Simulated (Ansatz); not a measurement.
# Y (P6_3/mmc, 2 atoms in the cell) under biaxial strain in the (0001) plane, that of a and b, part 2 of 2

Aim: how do the optical modes of Y (P6_3/mmc, 2 atoms in the cell) shift and split under this strain?

Ansatz 0.2.0; DFT PBEsol, scalar-relativistic, plane waves, PAW; PAW set soft_1.

So far. Step 3 (Tight relaxation): The forces vanish by symmetry and the pressure is 0.001 GPa, within the tolerances set. The cell now holds 31.30 Å³/atom.

## 4. Modes at rest

The force constants come from the linear response of the density to a displacement.

The modes at rest are the reference of the series.

input.yaml

```yaml
crystal:
  lattice:
    - [3.5985008811, 0.0, 0.0]
    - [-1.7992504406, 3.1163931786, 0.0]
    - [0.0, 0.0, 5.5819626416]
  atoms:
    - { symbol: "Y", position: [0.3333333333, 0.6666666667, 0.25] }
    - { symbol: "Y", position: [0.6666666667, 0.3333333333, 0.75] }
kpoints:
  mp_grid: { grid: [15, 15, 8] }
hamiltonian:
  xc: pbesol
  pseudopotentials: { kind: paw, azcp: { folder: soft_1 }, xc_functional: pbe }
scf:
  occupations: { method: methfessel_paxton, width: 0.2 }
output:
  eigenvalues: true
phonons:
  method: dfpt
```

On the command line:

```bash
$ ansatz run input.yaml --threads 4 --pin off --max-ram 10240MiB --backend cpu --events-out ev --progress --plain --runs-dir out
```

Numbers of over 12 decimals in the logs are rounded to 6 here.

Log:

```text
zone centre: on kpoints.mp_grid the ground state, and the responses unless they are solved on pairs of k-points, stand on 320 of the mesh's 1800 k-points, reduced under 4 symmetry operations, with k and −k counted as one. Each operation leaves every solved displacement unchanged or reverses it
[...]
Crystal: 2 atoms, lattice volume = 62.598 Å³
Basis set: ecut = 420 eV, 1207 PW (Γ), exchange–correlation on 50×50×80 points (8 copies of the dense FFT grid, shifted against one another)
Bands: 15, of which v1, the nominal top of the filled ones, is band 11 counted from 1 (10 counted from 0)
Symmetry: 24 space group operations
k-points: 320 of 1800 (irreducible under 4 space group operations, time reversal used)
[...]
SCF iter   1: F=—  HF=-7590.252087 eV  |F-HF|=—  |Δ(HF+E_count)|=         —  Δρ=1.39e-2  dr2=1.89e-1  ethr=3.10e-3  ⟨swp⟩=4.4  Hψ=20371  notcnv=0
[...]
SCF iter   8: F=-7590.186874 eV  HF=-7590.186874 eV  |F-HF|=9.09e-13  |Δ(HF+E_count)|=  1.37e-10  S|Δr|=    0.00e0  Δρ=1.28e-7  dr2=7.61e-12  ethr=1.00e-12  ⟨swp⟩=4.1  Hψ=23633  notcnv=0
the search or the solves at the SCF's close seem to have found levels that the self-consistency loop had missed (the run counts 3). By its estimate they hold under 1e-12 electrons; where the run keeps them, the occupations were computed again with them
SCF 1 converged in 8 iterations: F = -7590.186874 eV  dr2 = 7.61e-12
[...]
DFPT response loops at Γ: preconditioner auto → Kerker (q_TF=auto, 2.292 Å⁻¹) (partly filled bands, converged f_vac=0.000); β = 1.00, the filter's whole step (`scf.mixing.beta` (0.50) is not read by the response loops under this deck's `scf.mixing.preconditioner`; to damp them name `kerker` or `kerker_dos`, under which they read `scf.mixing.beta`, and type it under 1.00, their step now; both keys bind the ground state too); Broyden in place of MSR1
SCF converged after 8 iterations
[...]
Free energy (F): -7590.186874 eV
[...]
Internal energy: -7590.184987 eV  (E = F + TS)
E sigma→0 (E₀):  -7590.186402 eV
Entropy (-TS):   -0.001887 eV (-0.943 meV/atom)
Fermi energy:    9.809666 eV
[...]
--- Band table (eV; the first three rows and the last of 320) ---
  k-point 0: bands = [... 7 lower, -12.2932, 5.0823, 7.8959, 10.9389, 11.5751, 11.5751, 11.9978, 12.2421]
  k-point 1: bands = [... 7 lower, -12.3227, 5.1922, 7.8388, 10.8159, 11.5042, 11.5042, 11.8892, 12.1408]
  k-point 2: bands = [... 7 lower, -12.3582, 5.5099, 7.6189, 10.6153, 11.4050, 11.4050, 11.5944, 11.9078]
  k-point 319: bands = [... 7 lower, -12.4275, 8.4370, 8.4370, 9.9670, 9.9670, 10.5853, 10.5853, 12.4100]
--- Phonons (Γ-DFPT): 2 representative perturbations + reference, on 320 of 1800 k-points (Σ response iterations 6) ---
  k mesh reduced under 4 symmetry operations, with k and −k counted as one. Each operation leaves every solved displacement unchanged or reverses it
  ASR residual: 2.405e-5 → 0.000e0 eV/Å²; symmetrization residual: 1.516e-10 eV/Å²
  ASR residual per site (eV/Å²): 2.41e-5 2.41e-5
  Γ frequencies (cm⁻¹): 0.00 0.00 0.00 89.97 89.97 154.24
  non-analytic LO–TO correction: not included (Born effective charges unavailable; polar crystals: no LO–TO splitting at Γ)
```

Run time: 72 s. Hardware: 4 threads of Intel Xeon at 2.50GHz (Skylake/Cascade Lake), shared host; peak memory 1.1 GiB.

The column dr2 measures how far the density is from self-consistency, as an energy; F and HF (Harris–Foulkes) agree once it is small.

Numbers from this step:

```
sum-rule residual before enforcement                    : 2.41e-5 eV/Å²
point group                                             : 6/mmm
highest optical mode at the zone centre (no LO-TO term) : 154.2 cm⁻¹
lowest optical zone-centre mode                         : 89.97 cm⁻¹
```

Patterns of degenerate modes are one choice out of their space. Modes at Γ:

```csv
mode,frequency (cm⁻¹),symmetry
1,0.0,acoustic
2,0.0,acoustic
3,0.0,acoustic
4,90.0,E2g
5,90.0,E2g
6,154.2,B1g
```

Displacements in mode 4 (90.0 cm⁻¹), the largest set to 1:
```
Y1   0.00 -1.00  0.00
Y2   0.00  1.00  0.00
```

Displacements in mode 6 (154.2 cm⁻¹), the largest set to 1:
```
Y1   0.00  0.00  1.00
Y2   0.00  0.00 -1.00
```

Before it was imposed, the acoustic sum rule was missed by 2.4e-5 eV/Å². Small misses are needed for a sound result but don't prove that mesh and cutoff are converged. The lowest optical mode is real, 90.0 cm⁻¹.

## 5. Relaxation of a member: biaxial strain of +4 % in the (0001) plane, that of a and b

The cell takes a biaxial strain of +4 % in the (0001) plane, that of a and b. The strained lengths are held, while the rest of the cell and the atoms relax.

input.yaml, the sections that differ from step 4:

```yaml
crystal:
  lattice:
    - [3.7424409164, 0.0, 0.0]
    - [-1.8712204582, 3.2410489058, 0.0]
    - [0.0, 0.0, 5.4949608348]
  atoms:
    - { symbol: "Y", position: [0.3333333333, 0.6666666667, 0.25] }
    - { symbol: "Y", position: [0.6666666667, 0.3333333333, 0.75] }
output:
  forces: true
  stress: true
  eigenvalues: true
relax:
  adjacent_minimum: "off"
  f_tol: 0.001
  max_steps: 60
  cell: { stress_tol: 0.01, fix: [a, b, gamma] }
# kpoints, hamiltonian, scf: as in step 4
# phonons: removed
```

Log:

```text
[...]
Crystal: 2 atoms, lattice volume = 66.651 Å³
Basis set: ecut = 420 eV, 1303 PW (Γ), exchange–correlation on 54×54×80 points (8 copies of the dense FFT grid, shifted against one another)
Bands: 15, of which v1, the nominal top of the filled ones, is band 11 counted from 1 (10 counted from 0)
Symmetry: 24 space group operations
[...]
k-points: 135 of 1800
[...]
k-point 134: bands = [... 7 lower, -13.2311, 8.7381, 8.7381, 8.7562, 8.7562, 9.5429, 9.5429, 11.9791]
--- Relaxed structure (3 steps of the walk, 3 accepted, 1 SCFs on fresh bases) ---
[...]
cell:  # Å, volume = 66.3303 Å³
    - [3.742441, 0, 0]
    - [-1.871220, 3.241049, 0]
    - [0, 0, 5.468539]
  atoms:
    - { symbol: Y, position: [0.333333, 0.666667, 0.25] }
    - { symbol: Y, position: [0.666667, 0.333333, 0.750000] }
[key lines of the parts left out:]
SCF converged after 5 iterations
Free energy (F): -7590.132267 eV
Fermi energy:    9.119347 eV
P = ⅓ Tr σ = -2.2506 GPa (-22.506 kbar)
```

The job ended after 26 s (4 threads; peak memory 0.47 GiB; 61 s of CPU time).

Step by step:

```csv
step,energy less that of the first step (eV),largest force component (eV/Å),pressure (GPa),volume (Å³)
1,0.0000,0.0000,-2.43,66.65
2,-0.0004,0.0000,-2.27,66.37
3,-0.0004,0.0000,-2.25,66.33
4*,-0.0004,0.0000,-2.25,66.33
```

Relaxation steps marked * repeat the geometry before them on a plane-wave basis chosen anew for their cell, so energy and pressure can jump there.

The run keeps the 24 symmetry operations that it works with, so distortions that break them were not tested.

```csv
"conventional cell, symmetrised",before,after,change
a (Å),3.742,3.742,+0.0 %
b (Å),3.742,3.742,+0.0 %
c (Å),5.495,5.469,-0.5 %
volume (Å³/atom),33.33,33.17,-0.5 %
```

Final coordinates:

```xyz
2
Lattice="3.7424 0.0000 0.0000 -1.8712 3.2410 0.0000 0.0000 0.0000 5.4685" Properties=species:S:1:pos:R:3 pbc="T T T"
Y     0.0000    2.1607    1.3671
Y     1.8712    1.0803    4.1014
```

Numbers from this step:

```
pressure        : -2.251 GPa
volume per atom : 33.17 Å³
```

The forces vanish by symmetry.

The cell shrank by 0.5 % in volume.

## 6. Zone-centre modes of the member: biaxial strain of +4 % in the (0001) plane, that of a and b

The zone-centre modes follow for biaxial strain of +4 % in the (0001) plane, that of a and b.

input.yaml, the sections that differ from step 5:

```yaml
crystal:
  lattice:
    - [3.7424409164, 0.0, 0.0]
    - [-1.8712204582, 3.2410489058, 0.0]
    - [0.0, 0.0, 5.4685387585]
  atoms:
    - { symbol: "Y", position: [0.3333333333, 0.6666666667, 0.25] }
    - { symbol: "Y", position: [0.6666666667, 0.3333333333, 0.75] }
output:
  eigenvalues: true
phonons:
  method: dfpt
# kpoints, hamiltonian, scf: as in step 5
# relax: removed
```

Log:

```text
[...]
Crystal: 2 atoms, lattice volume = 66.330 Å³
Basis set: ecut = 420 eV, 1267 PW (Γ), exchange–correlation on 54×54×80 points (8 copies of the dense FFT grid, shifted against one another)
Bands: 15, of which v1, the nominal top of the filled ones, is band 11 counted from 1 (10 counted from 0)
Symmetry: 24 space group operations
k-points: 320 of 1800 (irreducible under 4 space group operations, time reversal used)
[...]
SCF iter   1: F=—  HF=-7590.200916 eV  |F-HF|=—  |Δ(HF+E_count)|=         —  Δρ=1.39e-2  dr2=2.06e-1  ethr=3.10e-3  ⟨swp⟩=4.3  Hψ=20245  notcnv=0
[...]
SCF iter   9: F=-7590.132267 eV  HF=-7590.132267 eV  |F-HF|=0.00e0  |Δ(HF+E_count)|=  7.28e-12  S|Δr|=    0.00e0  Δρ=2.28e-8  dr2=3.07e-13  ethr=1.00e-12  ⟨swp⟩=5.0  Hψ=18180  notcnv=0
[...]
SCF 1 converged in 9 iterations: F = -7590.132267 eV  dr2 = 3.07e-13
[...]
SCF converged after 9 iterations
[...]
Free energy (F): -7590.132267 eV
[...]
Internal energy: -7590.131545 eV  (E = F + TS)
E sigma→0 (E₀):  -7590.132086 eV
Entropy (-TS):   -0.000721 eV (-0.361 meV/atom)
Fermi energy:    9.119347 eV
[...]
--- Band table (eV; the first three rows and the last of 320) ---
  k-point 0: bands = [... 7 lower, -13.1363, 4.5094, 7.3949, 10.4932, 10.7526, 10.7526, 11.4847, 11.4847]
  k-point 1: bands = [... 7 lower, -13.1634, 4.6221, 7.3449, 10.3438, 10.6358, 10.6358, 11.3530, 11.3530]
  k-point 2: bands = [... 7 lower, -13.2318, 4.9490, 7.1340, 10.1053, 10.4941, 10.4941, 11.0642, 11.0642]
  k-point 319: bands = [... 7 lower, -13.2483, 7.7982, 7.7982, 9.2818, 9.2818, 9.9012, 9.9012, 11.6098]
[...]
ASR residual: 1.108e-5 → 0.000e0 eV/Å²; symmetrization residual: 1.470e-13 eV/Å²
  ASR residual per site (eV/Å²): 1.11e-5 1.11e-5
  Γ frequencies (cm⁻¹): 0.00 0.00 0.00 94.90 94.90 165.85
[...]
```

The job ended after 74 s (4 threads; peak memory 1.2 GiB).

Numbers from this step:

```yaml
sum_rule_residual_before_enforcement: 1.11e-5 eV/Å²
highest_optical_mode_at_the_zone_centre_no_lo_to_term: 165.8 cm⁻¹
lowest_optical_zone_centre_mode: 94.9 cm⁻¹
```

Patterns of degenerate modes are one choice out of their space. Modes at Γ:

```csv
mode,frequency (cm⁻¹),symmetry
1,0.0,acoustic
2,0.0,acoustic
3,0.0,acoustic
4,94.9,E2g
5,94.9,E2g
6,165.8,B1g
```

The lowest optical mode is real, 94.9 cm⁻¹, and the highest lies at 165.8 cm⁻¹.

Between step 4 and this run (strain 4 %) the value for the highest optical mode at the zone centre (no LO-TO term) moves from 154 cm⁻¹ to 166 cm⁻¹ (+8 %).

## 7. Relaxation of a member: biaxial strain of -4 % in the (0001) plane, that of a and b

The cell takes a biaxial strain of -4 % in the (0001) plane, that of a and b. The strained lengths are held, while the rest of the cell and the atoms relax.

input.yaml, the sections that differ from step 6:

```yaml
crystal:
  lattice:
    - [3.4545608459, 0.0, 0.0]
    - [-1.727280423, 2.9917374514, 0.0]
    - [0.0, 0.0, 5.6885662833]
  atoms:
    - { symbol: "Y", position: [0.3333333333, 0.6666666667, 0.25] }
    - { symbol: "Y", position: [0.6666666667, 0.3333333333, 0.75] }
output:
  forces: true
  stress: true
  eigenvalues: true
relax:
  adjacent_minimum: "off"
  f_tol: 0.001
  max_steps: 60
  cell: { stress_tol: 0.01, fix: [a, b, gamma] }
# kpoints, hamiltonian, scf: as in step 6
# phonons: removed
```

Log:

```text
[...]
Crystal: 2 atoms, lattice volume = 58.792 Å³
Basis set: ecut = 420 eV, 1123 PW (Γ), exchange–correlation on 48×48×80 points (8 copies of the dense FFT grid, shifted against one another)
Bands: 15, of which v1, the nominal top of the filled ones, is band 11 counted from 1 (10 counted from 0)
Symmetry: 24 space group operations
[...]
k-points: 135 of 1800
[...]
k-point 134: bands = [... 7 lower, -11.6052, 10.0677, 10.0677, 10.1147, 10.1147, 11.0638, 11.0638, 13.2932]
--- Relaxed structure (3 steps of the walk, 3 accepted, 1 SCFs on fresh bases) ---
[...]
cell:  # Å, volume = 59.2055 Å³
    - [3.454561, 2.8867441210120383e-11, 0]
    - [-1.727280, 2.991737, 0]
    - [0, 0, 5.728564]
  atoms:
    - { symbol: Y, position: [0.333333, 0.666667, 0.25] }
    - { symbol: Y, position: [0.666667, 0.333333, 0.750000] }
[key lines of the parts left out:]
SCF converged after 5 iterations
Free energy (F): -7590.132139 eV
Fermi energy:    10.511130 eV
P = ⅓ Tr σ = 2.3626 GPa (23.626 kbar)
```

It took 22 s on 4 threads; peak memory 0.46 GiB; 50 s of CPU time.

Relaxation path:

```csv
step,energy less that of the first step (eV),largest force component (eV/Å),pressure (GPa),volume (Å³)
1,0.0000,0.0000,2.72,58.79
2,-0.0008,0.0000,2.40,59.16
3,-0.0008,0.0000,2.36,59.21
4*,-0.0008,0.0000,2.36,59.21
```

Relaxation steps marked * repeat the geometry before them on a plane-wave basis chosen anew for their cell, so energy and pressure can jump there.

Forces are held to the 24 operations that the run works with; a distortion that breaks them can't arise in this run.

```csv
"conventional cell, symmetrised",before,after,change
a (Å),3.455,3.455,-0.0 %
b (Å),3.455,3.455,-0.0 %
c (Å),5.689,5.729,+0.7 %
volume (Å³/atom),29.40,29.60,+0.7 %
```

Final coordinates:

```
Y
1.0
     3.45456    0.00000    0.00000
    -1.72728    2.99174    0.00000
     0.00000    0.00000    5.72856
Y
2
Direct
  0.33333 0.66667 0.25000
  0.66667 0.33333 0.75000
```

This step gave:

| Item | Value |
| --- | --- |
| pressure | 2.363 GPa |
| volume per atom | 29.60 Å³ |

The forces vanish by symmetry.

## 8. Zone-centre modes of the member: biaxial strain of -4 % in the (0001) plane, that of a and b

The zone-centre modes follow for biaxial strain of -4 % in the (0001) plane, that of a and b.

input.yaml, the sections that differ from step 7:

```yaml
crystal:
  lattice:
    - [3.4545608459, 0.0, 0.0]
    - [-1.727280423, 2.9917374514, 0.0]
    - [0.0, 0.0, 5.7285642047]
  atoms:
    - { symbol: "Y", position: [0.3333333333, 0.6666666667, 0.25] }
    - { symbol: "Y", position: [0.6666666667, 0.3333333333, 0.75] }
output:
  eigenvalues: true
phonons:
  method: dfpt
# kpoints, hamiltonian, scf: as in step 7
# relax: removed
```

Log:

```text
[...]
Crystal: 2 atoms, lattice volume = 59.206 Å³
Basis set: ecut = 420 eV, 1123 PW (Γ), exchange–correlation on 48×48×80 points (8 copies of the dense FFT grid, shifted against one another)
Bands: 15, of which v1, the nominal top of the filled ones, is band 11 counted from 1 (10 counted from 0)
Symmetry: 24 space group operations
k-points: 320 of 1800 (irreducible under 4 space group operations, time reversal used)
[...]
k-point 1: bands = [... 7 lower, -11.4593, 5.7868, 8.3363, 11.2626, 12.1367, 12.3761, 12.3761, 12.9160]
  k-point 2: bands = [... 7 lower, -11.4694, 6.0920, 8.1089, 11.0971, 11.8850, 12.3228, 12.3228, 12.7441]
  k-point 319: bands = [... 7 lower, -11.6158, 9.0941, 9.0941, 10.6524, 10.6524, 11.3101, 11.3101, 13.1837]
[...]
ASR residual: 7.073e-5 → 0.000e0 eV/Å²; symmetrization residual: 1.230e-10 eV/Å²
  ASR residual per site (eV/Å²): 7.07e-5 7.07e-5
  Γ frequencies (cm⁻¹): 0.00 0.00 0.00 77.05 77.05 130.98
[...]
[key lines of the parts left out:]
SCF converged after 8 iterations
Free energy (F): -7590.132139 eV
Fermi energy:    10.511131 eV
```

Run time: 62 s. Hardware: 4 threads; peak memory 1.1 GiB.

Numbers from this step:

```yaml
sum_rule_residual_before_enforcement: 7.07e-5 eV/Å²
highest_optical_mode_at_the_zone_centre_no_lo_to_term: 131.0 cm⁻¹
lowest_optical_zone_centre_mode: 77.05 cm⁻¹
```

Patterns of degenerate modes are one choice out of their space. Modes at Γ:

```csv
mode,frequency (cm⁻¹),symmetry
1,0.0,acoustic
2,0.0,acoustic
3,0.0,acoustic
4,77.0,E2g
5,77.0,E2g
6,131.0,B1g
```

The lowest optical mode is real, 77.0 cm⁻¹, and the highest lies at 131.0 cm⁻¹.

Between step 4 and this run (strain -4 %) the value for the highest optical mode at the zone centre (no LO-TO term) moves from 154 cm⁻¹ to 131 cm⁻¹ (-15 %).

## 9. The series together

The members are set side by side, also those not shown above.

Stress is positive in compression; energies are extrapolated to zero smearing, and E0 is that at rest; the edges not held and the atoms are relaxed in each cell; all runs use 15×15×8 k points and Methfessel-Paxton smearing of 0.2 eV. State of the crystal along the series:

```csv
strain (%),in-plane stress (GPa),free strain along c (%),E - E0 (meV/atom)
-4,3.543,2.626,27.7
-3,2.643,1.91,15.8
-2,1.768,1.224,7.209
-1,0.8932,0.5818,1.91
0,0.006362,0,0
1,-0.8767,-0.559,1.581
2,-1.747,-1.071,6.69
3,-2.585,-1.559,15.26
4,-3.376,-2.032,27.16
```

Optical modes are counted from below at rest and tracked from member to member by their patterns, and modes that stay within 0.3 cm⁻¹ of each other stand once; labels, where given, are those at rest; the edges not held and the atoms are relaxed in each cell; all runs use 15×15×8 k points and Methfessel-Paxton smearing of 0.2 eV. Optical modes along the series:

```csv
strain (%),optical mode 1 E2g (cm⁻¹),optical mode 2 B1g (cm⁻¹)
-4,77.05,131
-3,80.15,136.5
-2,83.69,142.8
-1,87.13,148.9
0,89.97,154.2
1,92.09,158.6
2,93.48,161.8
3,94.36,164.1
4,94.9,165.8
```

Value and slope at zero strain of a cubic (a lower polynomial where under five rows exist) through the rows within 2 % of rest. Slopes at rest:

```csv
mode,frequency (cm⁻¹),shift per percent of strain (cm⁻¹),shift per GPa of compressive stress (cm⁻¹)
optical mode 1 E2g,90,2.49,-2.81
optical mode 2 B1g,154.2,4.86,-5.47
```

## 10. Summary of results

* members: 9
* highest optical mode at the zone centre (no LO-TO term), at rest: 154.2 cm⁻¹
* biaxial modulus in the (0001) plane, that of a and b: 88.7 GPa
* optical mode 1 E2g, shift per percent: 2.49 cm⁻¹
* optical mode 2 B1g, shift per percent: 4.86 cm⁻¹

The stress changes by 0.89 GPa for each percent, a biaxial modulus of 89 GPa in the (0001) plane, that of a and b. For each percent the free edge responds with -0.57 %. Within 2 % of rest optical mode 1 E2g and optical mode 2 B1g bend away from a straight line, so a single slope holds only near rest. These are harmonic frequencies at zero temperature: anharmonic shifts, linewidths and thermal expansion are left out. With no gap, or one that is small against the smearing, the frequencies hang on the k mesh and the smearing, most of all near Kohn anomalies. The PAW files were made for PBE; the program adapts parts of them to the functional of the run, but their partial waves stay those of PBE, an approximation that was not tested in this session. Only the zone centre was solved, so an instability at another wavevector cannot show here.

[Logs are printed without paths, hosts, clocks, repeated set-up lines and the standing remarks that a program may print on its own settings, such as how far it seeks lower states.]

[Hosts, paths, dates, database ids (printed as entryN), source tags and the programs' standing remarks are cut or masked in the printed files.]
